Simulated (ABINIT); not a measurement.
# GaP (F-43m): G0W0 with ABINIT, start to end, part 2 of 2

Wanted: ground state, empty states, screening and self-energy for GaP (F-43m).

ABINIT 10.8.3; PBE and many-body steps on it, plane waves. Known limits of the many-body steps: short of the basis limit; screening head approximate; coarse k mesh.

So far. Step 2 (Ground state): The gap is indirect, with the least direct gap 0.16 eV higher. Step 3 (Bands along the symmetry lines): The gap is 1.611 eV, −0.013 eV from the run before at this level.

**4. Empty states on the mesh, 4×4×4 mesh, 200 bands**

Level of this step: DFT, PBE with spin-orbit coupling, plane waves, norm-conserving pseudopotentials (ABINIT).

The sums over transitions need many empty states on a uniform mesh; this step solves for them.

The input, run.abi:

```
acell 3*1.0 Angstrom
rprim 
  0.000000000000 2.725250000000 2.725250000000
  2.725250000000 0.000000000000 2.725250000000
  2.725250000000 2.725250000000 0.000000000000
ntypat 2
znucl 31 15
natom 2
typat 1 2
xred 
  0.000000000000 0.000000000000 0.000000000000
  0.250000000000 0.250000000000 0.250000000000
pp_dirpath "pseudos"
pseudos "Ga.upf, P.upf"
ecut 45
nspinor 2
ngkpt 4 4 4
nshiftk 1
shiftk 0 0 0
kptopt 1
chksymbreak 0
iscf -2
irdden 1
istwfk *1
nband 200
nbdbuf 18
tolwfr 1e-09
nstep 60
prtvol 0
indata_prefix "in"
outdata_prefix "out"
tmpdata_prefix "tmp"
```

Run with:

```console
$ OMP_NUM_THREADS=1 mpirun -n 8 abinit run.abi > log
```

Log:

```text
.Version 10.8.3 of ABINIT. v10.8.2 released Aug 2026.

 Symmetries : space group F-4 3 m (#216); Bravais cF (face-center cubic)
[... echo of the input left out ...]
== DATASET  1 ==================================================================
-   mpi_nproc: 8, omp_nthreads: 1 (-1 if OMP is not activated)

--- !DatasetInfo
iteration_state: {dtset: 1, }
dimensions: {natom: 2, nkpt: 8, mband: 200, nsppol: 1, nspinor: 2, nspden: 1, mpw: 3972, }
cutoff_energies: {ecut:  45.0, pawecutdg:  -1.0, }
electrons: {nelect:   2.60000000E+01, charge:   0.00000000E+00, occopt:   1.00000000E+00, tsmear:   1.00000000E-02, }

 Real(R)+Recip(G) space primitive vectors, cartesian coordinates (Bohr,Bohr^-1):
 R(1)=  0.0000000  5.1499761  5.1499761  G(1)= -0.0970878  0.0970878  0.0970878
 R(2)=  5.1499761  0.0000000  5.1499761  G(2)=  0.0970878 -0.0970878  0.0970878
 R(3)=  5.1499761  5.1499761  0.0000000  G(3)=  0.0970878  0.0970878 -0.0970878
 Unit cell volume ucvol=  2.7317795E+02 bohr^3
 Angles (23,13,12)=  6.00000000E+01  6.00000000E+01  6.00000000E+01 degrees

 getcut: wavevector=  0.0000  0.0000  0.0000  ngfft=  45  45  45
         ecut(hartree)=     45.000   => boxcut(ratio)=   2.00060

--- Pseudopotential description ------------------------------------------------
- Ga Generated using ONCVPSP code by D. R. Hamann
- 31.00000  21.00000  180506                  znucl, zion, pspdat
12 -101130 2 -1 1926                          pspcod,pspxc,lmax,lloc,mmax
     nproj     2     3     2     0
     spin-orbit psp
        nprojso     4     3     0
  pspatm : epsatm=   21.86199699
         --- l  ekb(1:nproj) -->
             0   -1.217787    4.966043
             1   -5.676217   -1.349810   -0.000026
             2  -10.594497   -3.838259
  spin-orbit 1    0.211857    0.072172   -0.001103   -0.000023
  spin-orbit 2    0.017944    0.011148   -0.000068
 pspatm: atomic psp has been read  and splines computed

- P Generated using ONCVPSP code by D. R. Hamann
- 15.00000   5.00000  180423                  znucl, zion, pspdat
12 -101130 2 -1 1298                          pspcod,pspxc,lmax,lloc,mmax
     nproj     2     3     2     0
     spin-orbit psp
        nprojso     3     3     0
  pspatm : epsatm=    8.06211112
         --- l  ekb(1:nproj) -->
             0    1.052847    6.598958
             1    3.371810    0.885290    0.000254
[...]
spin-orbit 1    0.099751   -0.022775    0.007813
  spin-orbit 2    0.001367    0.000277   -0.000084
 pspatm: atomic psp has been read  and splines computed

--------------------------------------------------------------------------------

================================================================================
 prteigrs : about to open file out_EIG
 Non-SCF case, kpt    1 (  0.00000  0.00000  0.00000), residuals and eigenvalues=
  2.70E-10  9.07E-10  2.62E-10  2.94E-10  1.94E-10  2.38E-10  1.78E-10  1.98E-10
  2.79E-10  6.60E-10  3.38E-10  7.02E-10  4.77E-10  8.44E-10  3.19E-10  4.35E-10
  1.37E-10  4.88E-10  5.67E-11  1.05E-10  1.77E-10  2.89E-10  1.57E-10  4.53E-10
[...]
-5.0829E+00 -5.0829E+00 -3.3599E+00 -3.3599E+00 -3.2266E+00 -3.2266E+00
 -3.2266E+00 -3.2266E+00 -3.5161E-01 -3.5161E-01 -3.5161E-01 -3.5161E-01
 -3.3611E-01 -3.3611E-01 -3.3392E-01 -3.3392E-01 -3.3392E-01 -3.3392E-01
[...]
3.3115E+00  3.3115E+00  3.3852E+00  3.3852E+00  3.3860E+00  3.3860E+00
  3.3860E+00  3.3860E+00  3.4323E+00  3.4329E+00  3.4331E+00  3.4355E+00
  3.4379E+00  3.4395E+00
 prteigrs : prtvol=0 or 1, do not print more k-points.

--- !ResultsGS
iteration_state: {dtset: 1, }
comment   : Summary of ground state results
lattice_vectors:
- [  0.0000000,   5.1499761,   5.1499761, ]
- [  5.1499761,   0.0000000,   5.1499761, ]
- [  5.1499761,   5.1499761,   0.0000000, ]
lattice_lengths: [   7.28317,    7.28317,    7.28317, ]
lattice_angles: [ 60.000,  60.000,  60.000, ] # degrees, (23, 13, 12)
lattice_volume:   2.7317795E+02
convergence: {deltae:  0.000E+00, res2:  0.000E+00, residm:  9.924E-10, diffor:  0.000E+00, }
etotal    :  -2.55230760E+02
entropy   :   0.00000000E+00
fermie    :   1.93181875E-01
cartesian_stress_tensor: null
pressure_GPa: null
xred      :
- [  0.0000E+00,   0.0000E+00,   0.0000E+00, Ga]
- [  2.5000E-01,   2.5000E-01,   2.5000E-01,  P]
cartesian_forces: null
force_length_stats: {min: null, max: null, mean: null, }

 Integrated electronic density in atomic spheres:
 ------------------------------------------------
 Atom  Sphere_radius  Integrated_density
[...]
================================================================================

 ----iterations are completed or convergence reached----

 Mean square residual over all n,k,spin=   37.545E-11; max=  99.242E-11
 reduced coordinates (array xred) for    2 atoms
       0.000000      0.000000      0.000000
       0.250000      0.250000      0.250000

 cartesian coordinates (angstrom) at end:
    1      0.000000     0.000000     0.000000
    2      1.362625     1.362625     1.362625
 length scales=  1.889726  1.889726  1.889726 bohr
              =  1.000000  1.000000  1.000000 angstroms
 prteigrs : about to open file out_EIG
 Eigenvalues (hartree) for nkpt=   8  k points:
 kpt#   1, nband=200, wtk=  0.01563, kpt=  0.0000  0.0000  0.0000 (reduced coord)
[...]
3.30149    3.30149    3.31152    3.31152    3.38519    3.38519    3.38598    3.38598
   3.38599    3.38600    3.43232    3.43290    3.43306    3.43551    3.43795    3.43951
 prteigrs : prtvol=0 or 1, do not print more k-points.

== END DATASET(S) ==============================================================
================================================================================

 -outvars: echo values of variables after computation  --------
            nband         200
             nkpt           8
          spgroup         216
 [... the other variables as echoed above ...]

 Calculation completed.
```

Wall time 66 s (8 MPI ranks of Arm Neoverse V2, shared host); peak memory 0.88 GiB.

Read from the output:

* gap: 1.624 eV
* k of the valence top: 0, 0, 0
* k of the conduction bottom: 0.5, 0.5, 0
* least direct gap: 1.783 eV
* k points computed: 8
* lowest point of the top converged band, above the valence top: 78.5443 eV

On this mesh the gap is 1.624 eV.

**5. Screening, 4×4×4 mesh, 182 bands, screening to 149.7 eV**

The RPA dielectric matrix is built and inverted for each q.

This step: RPA screening on PBE with spin-orbit coupling, plane waves, norm-conserving pseudopotentials.

Changes to run.abi since step 4:

```diff
@@ -21,10 +21,11 @@
 chksymbreak 0
-iscf -2
-irdden 1
 istwfk *1
-nband 200
-nbdbuf 18
-tolwfr 1e-09
-nstep 60
-prtvol 0
+occopt 1
+irdwfk 1
+optdriver 3
+nband 182
+ecuteps 5.5
+inclvkb 0
+awtr 1
+symchi 1
 indata_prefix "in"
```

Log:

```text
.Version 10.8.3 of ABINIT. v10.8.2 released Aug 2026.

 Symmetries : space group F-4 3 m (#216); Bravais cF (face-center cubic)
[... echo of the input left out ...]
== DATASET  1 ==================================================================
-   mpi_nproc: 8, omp_nthreads: 1 (-1 if OMP is not activated)

--- !DatasetInfo
iteration_state: {dtset: 1, }
dimensions: {natom: 2, nkpt: 8, mband: 182, nsppol: 1, nspinor: 2, nspden: 1, mpw: 3972, }
cutoff_energies: {ecut:  45.0, pawecutdg:  -1.0, }
electrons: {nelect:   2.60000000E+01, charge:   0.00000000E+00, occopt:   1.00000000E+00, tsmear:   1.00000000E-02, }

 SCREENING: Calculation of the susceptibility and dielectric matrices

 Based on a program developped by R.W. Godby, V. Olevano, G. Onida, and L. Reining.
 Incorporated in ABINIT by V. Olevano, G.-M. Rignanese, and M. Torrent.
.Using double precision arithmetic ; gwpc =  8

[... cell and pseudopotentials left out ...]
--------------------------------------------------------------------------------

 ==== K-mesh for the wavefunctions ====
 Number of points in the irreducible wedge :     8
[... list of points left out ...]
 Together with 24 symmetry operations and time-reversal symmetry
 yields    64 points in the full Brillouin Zone.

 ==== Q-mesh for the screening function ====
 Number of points in the irreducible wedge :     8
[... list of points left out ...]
 Together with 24 symmetry operations and time-reversal symmetry
 yields    64 points in the full Brillouin Zone.

 setmesh: FFT mesh size selected  =    30x   30x   30
          total number of points  =        27000

 vcoul_init : cutoff-mode = AUXILIARY_FUNCTION
 q-points for optical limit:   1
     1)      0.000010    0.000020    0.000030

- screening: taking advantage of time-reversal symmetry
- Maximum band index for partially occupied states nbvw = 26
- Remaining bands to be divided among processors   nbcw = 156
- Number of bands treated by each node ~19

 Number of electrons calculated from density =   26.0000; Expected =   26.0000
 average of density, n =  0.095176
 r_s =    1.3587
 omega_plasma =   29.7591 [eV]

 calculating chi0 at frequencies [eV] :
  1    0.000000E+00    0.000000E+00
  2    0.000000E+00    2.975908E+01

--------------------------------------------------------------------------------
  q-point number  1        q = ( 0.000000, 0.000000, 0.000000) [r.l.u.]
--------------------------------------------------------------------------------
[... chi0 elements left out ...]
 For q-point:  0.000010 0.000020 0.000030
  dielectric constant =  21.2614
  dielectric constant without local fields =  23.1840

  Average fulfillment of the sum rule on Im[epsilon] for q-point    1 :     41.37  [%]
[... wings left out ...]
  q-point number  2        q = ( 0.250000, 0.000000, 0.000000) [r.l.u.]
--------------------------------------------------------------------------------
[... chi0 elements left out ...]
  Average fulfillment of the sum rule on Im[epsilon] for q-point    2 :     47.81  [%]

 [... 6 further q-points ...]
```

The job ended after 90 s (8 MPI ranks; peak memory 3.4 GiB; 12 min of CPU time).

Read from the output:

```yaml
eps_infinity_with_local_fields_on_this_mesh: 21.26
eps_infinity_without_local_fields_on_this_mesh: 23.18
plasma_frequency: 29.76 eV
plane_waves_in_the_screening_matrix: 169
```

Local fields lower ε∞ by 8 %. On a Γ-centred mesh this coarse the value itself is usually too large, while a short band sum pulls it down.

**6. Self-energy, 4×4×4 mesh, 182 bands, screening to 149.7 eV**

The self-energy is evaluated for the states that the input lists, and the quasiparticle equation is solved.

This step: G0W0 on PBE with spin-orbit coupling, plane waves, norm-conserving pseudopotentials.

Changes to run.abi since step 5:

```diff
@@ -24,8 +24,17 @@
 irdwfk 1
-optdriver 3
+optdriver 4
 nband 182
+gwcalctyp 0
+ecutsigx 45
+symsigma 0
+nkptgw 2
+kptgw 
+  0.0000000000 0.0000000000 0.0000000000
+  0.5000000000 0.5000000000 0.0000000000
+bdgw 
+  23 30
+  23 30
 ecuteps 5.5
-inclvkb 0
-awtr 1
-symchi 1
+irdscr 1
+ppmodel 1
 indata_prefix "in"
```

Log:

```text
.Version 10.8.3 of ABINIT. v10.8.2 released Aug 2026.

 Symmetries : space group F-4 3 m (#216); Bravais cF (face-center cubic)
[... echo of the input left out ...]
== DATASET  1 ==================================================================
-   mpi_nproc: 8, omp_nthreads: 1 (-1 if OMP is not activated)

--- !DatasetInfo
iteration_state: {dtset: 1, }
dimensions: {natom: 2, nkpt: 8, mband: 182, nsppol: 1, nspinor: 2, nspden: 1, mpw: 3972, }
cutoff_energies: {ecut:  45.0, pawecutdg:  -1.0, }
electrons: {nelect:   2.60000000E+01, charge:   0.00000000E+00, occopt:   1.00000000E+00, tsmear:   1.00000000E-02, }

 SIGMA: Calculation of the GW corrections

 Based on a program developped by R.W. Godby, V. Olevano, G. Onida, and L. Reining.
 Incorporated in ABINIT by V. Olevano, G.-M. Rignanese, and M. Torrent.
.Using double precision arithmetic ; gwpc =  8

[... cell and pseudopotentials left out ...]
--------------------------------------------------------------------------------

 ==== K-mesh for the wavefunctions ====
 Number of points in the irreducible wedge :     8
[... list of points left out ...]
 Together with 24 symmetry operations and time-reversal symmetry
 yields    64 points in the full Brillouin Zone.

 ==== Q-mesh for screening function ====
 Number of points in the irreducible wedge :     8
[... list of points left out ...]
 Together with 24 symmetry operations and time-reversal symmetry
 yields    64 points in the full Brillouin Zone.

 vcoul_init : cutoff-mode = AUXILIARY_FUNCTION
 q-points for optical limit:   1
     1)      0.000010    0.000020    0.000030
 setmesh: FFT mesh size selected  =    45x   45x   45
          total number of points  =        91125

 Number of electrons calculated from density =   26.0000; Expected =   26.0000
 average of density, n =  0.095176
 r_s =    1.3587
 omega_plasma =   29.7591 [eV]

 === KS Band Gaps ===
  >>>> For spin  1
   Minimum direct gap =   1.7831 [eV], located at k-point      :   0.0000  0.0000  0.0000
   Fundamental gap    =   1.6240 [eV], Top of valence bands at :   0.0000  0.0000  0.0000
                                       Bottom of conduction at :   0.5000  0.5000  0.0000
 SIGMA fundamental parameters:
 PLASMON POLE MODEL  1
 number of plane-waves for SigmaX                 3839
 number of plane-waves for SigmaC and W            169
 number of plane-waves for wavefunctions          3839
 number of bands                                   182
 number of independent spin polarizations            1
 number of spinorial components                      2
 number of k-points in IBZ                           8
 number of q-points in IBZ                           8
 number of symmetry operations                      24
 number of k-points in BZ                           64
 number of q-points in BZ                           64
 number of frequencies for dSigma/dE                 9
 frequency step for dSigma/dE [eV]                0.25
 number of omega for Sigma on real axis              0
 max omega for Sigma on real axis  [eV]           0.00
 zcut for avoiding poles [eV]                     0.10

 EPSILON^-1 parameters (SCR file):
 dimension of the eps^-1 matrix on file            169
 dimension of the eps^-1 matrix used               169
 number of plane-waves for wavefunctions          3839
 number of bands                                   182
 number of q-points in IBZ                           8
 number of frequencies                               2
 number of real frequencies                          1
 number of imag frequencies                          1

 matrix elements of self-energy operator (all in [eV])

 Perturbative Calculation

--- !SelfEnergy_ee
iteration_state: {dtset: 1, }
kpoint     : [   0.000,    0.000,    0.000, ]
spin       : 1
KS_gap     :    1.783
QP_gap     :    2.636
Delta_QP_KS:    0.852
data: !SigmaeeData |
     Band     E0 <VxcDFT>   SigX SigC(E0)      Z dSigC/dE  Sig(E)    E-E0       E
       23   5.257 -13.276 -15.245   1.254   0.788  -0.268 -13.840  -0.565   4.692
       24   5.257 -13.276 -15.246   1.254   0.788  -0.268 -13.840  -0.565   4.692
       25   5.257 -13.276 -15.245   1.254   0.788  -0.268 -13.840  -0.564   4.692
       26   5.257 -13.276 -15.245   1.253   0.788  -0.268 -13.840  -0.564   4.692
       27   7.040 -12.703  -8.092  -4.249   0.796  -0.257 -12.415   0.288   7.328
       28   7.040 -12.703  -8.092  -4.249   0.796  -0.257 -12.415   0.288   7.328
       29   9.002 -11.385  -6.741  -4.243   0.801  -0.248 -11.064   0.321   9.322
       30   9.002 -11.385  -6.741  -4.244   0.801  -0.248 -11.064   0.321   9.323

--- !SelfEnergy_ee
iteration_state: {dtset: 1, }
kpoint     : [   0.500,    0.500,    0.000, ]
spin       : 1
KS_gap     :    4.326
QP_gap     :    4.984
Delta_QP_KS:    0.658
data: !SigmaeeData |
     Band     E0 <VxcDFT>   SigX SigC(E0)      Z dSigC/dE  Sig(E)    E-E0       E
       23   2.531 -11.795 -14.741   2.073   0.780  -0.283 -12.476  -0.681   1.850
       24   2.531 -11.795 -14.742   2.073   0.780  -0.283 -12.476  -0.681   1.850
       25   2.555 -11.796 -14.742   2.066   0.780  -0.283 -12.482  -0.686   1.868
       26   2.555 -11.796 -14.742   2.066   0.780  -0.283 -12.482  -0.686   1.868
       27   6.881  -9.778  -5.925  -3.888   0.813  -0.230  -9.807  -0.028   6.852
       28   6.881  -9.778  -5.926  -3.888   0.813  -0.230  -9.807  -0.029   6.852
       29   7.049 -10.956  -6.910  -3.901   0.807  -0.240 -10.839   0.118   7.167
       30   7.049 -10.956  -6.910  -3.901   0.807  -0.240 -10.839   0.118   7.167

== END DATASET(S) ==============================================================
================================================================================

 -outvars: echo values of variables after computation  --------
           etotal      0.0000000000E+00
            nband         182
             nkpt           8
          spgroup         216
 [... the other variables as echoed above ...]

 Calculation completed.
```

Run time: 82 s. Hardware: 8 MPI ranks; peak memory 2.3 GiB; 11 min of CPU time.

Numbers from this step:

- G0W0 gap on the mesh: 2.16 eV
- starting gap on the mesh: 1.624 eV
- k of the valence top: 0, 0, 0
- k of the conduction bottom: 0.5, 0.5, 0
- Z at the valence top: 0.788
- Z at the conduction bottom: 0.813
- least direct G0W0 gap on the computed points: 2.636 eV

The gap on the mesh goes from 1.62 eV to 2.16 eV, a correction of +0.54 eV.

Limits: finite bands, cutoff and mesh; screening head approximate; coarse k mesh. v1 is the top filled band, c1 the lowest empty one. The levels before and after the correction (eV, zero at the valence-band top of each column):

```tsv
	conduction bottom	valence top
Kohn-Sham	1.62	0.00
G0W0	2.16	0.00
```

```tsv
	level	energy (eV)
Kohn-Sham	Γ v3-v1	0.000
Kohn-Sham	Γ c1-c2	1.783
Kohn-Sham	Γ c3	3.745
Kohn-Sham	(0.5 0.5 0) v3	-2.725
Kohn-Sham	(0.5 0.5 0) v2-v1	-2.702
Kohn-Sham	(0.5 0.5 0) c1-c2	1.624
Kohn-Sham	(0.5 0.5 0) c3	1.793
G0W0	Γ v3-v1	0.000
G0W0	Γ c1-c2	2.636
G0W0	Γ c3	4.630
G0W0	(0.5 0.5 0) v3	-2.842
G0W0	(0.5 0.5 0) v2-v1	-2.824
G0W0	(0.5 0.5 0) c1-c2	2.160
G0W0	(0.5 0.5 0) c3	2.475
```

**7. Where the time went**

Times are wall times on 8 MPI ranks of Arm Neoverse V2, shared host, good to a factor of about two.

```tsv
step	time	share	memory (GiB)
ground state	34 s	11 %	0.69
bands along the symmetry lines	29 s	10 %	0.65
empty states on the mesh	66 s	22 %	0.88
screening	90 s	30 %	3.4
self-energy	82 s	27 %	2.3
```

**8. What came out**

- PBE gap: 1.61 eV, indirect
- G0W0 gap on the mesh: 2.16 eV
- GW settings: 4×4×4 mesh, 182 bands, screening to 149.7 eV, Godby-Needs plasmon pole
- known limits: short of the basis limit; screening head approximate; coarse k mesh

**Reading.** G0W0 moves the gap on the mesh from 1.62 eV to 2.16 eV (+0.54 eV), with Z of 0.79 and 0.81 at the edges. Local fields lower the RPA ε∞ on this mesh from 23.18 to 21.26; a Γ-centred mesh this coarse tends to raise both, most where the direct gap is narrow, while a short band sum lowers them. Against experiment, by G0W0@PBE: the gap of 2.15 eV lies −0.10 eV from the measured 2.25 ± 0.04 eV (indirect, 300 K, on Si, 2020). The calculation has static nuclei and no excitons; a measured gap holds zero-point and thermal motion, which mostly lowers it. Bands and cutoff are finite, so the gap stands short of the basis limit, usually by up to a few tenths of an eV; the mesh is an error of its own. The 4×4×4 mesh is coarse for this cell, which bears on the long-range parts of exchange and screening. The long-wavelength limit of the screening leaves out the non-local commutator, which shifts ε∞.

[Long decimals in the printed logs are rounded to 6 places.]

[Logs are printed without paths, hosts, clocks, repeated set-up lines and the standing remarks that a program may print on its own settings, such as how far it seeks lower states.]

[Paths, hosts, dates, memory and timing lines, banners, echoed tables and standing remarks are left out of the program output; an Ansatz launch command may be rebuilt from the run's recorded settings. Measured values are a selection of at most five: reports struck by readers or far from the other reports are left out. None is set beside runs whose start may be inverted or whose files or cutoffs have a known fault.]

[Runs of the session that timed out or met a known fault of the program may be left out.]

[Hosts, paths, dates, database ids (printed as entryN), source tags and the programs' standing remarks are cut or masked in the printed files.]

[G0W0 gaps are taken among the corrected bands and points alone; a level outside them can change the order at an edge.]

[Where Ansatz stands beside ABINIT at settings called matched, ABINIT's density can come from a denser mesh and the files from another edition; pairs whose starting gaps differed by over 0.03 eV were left out, so agreement reads better than it is.]
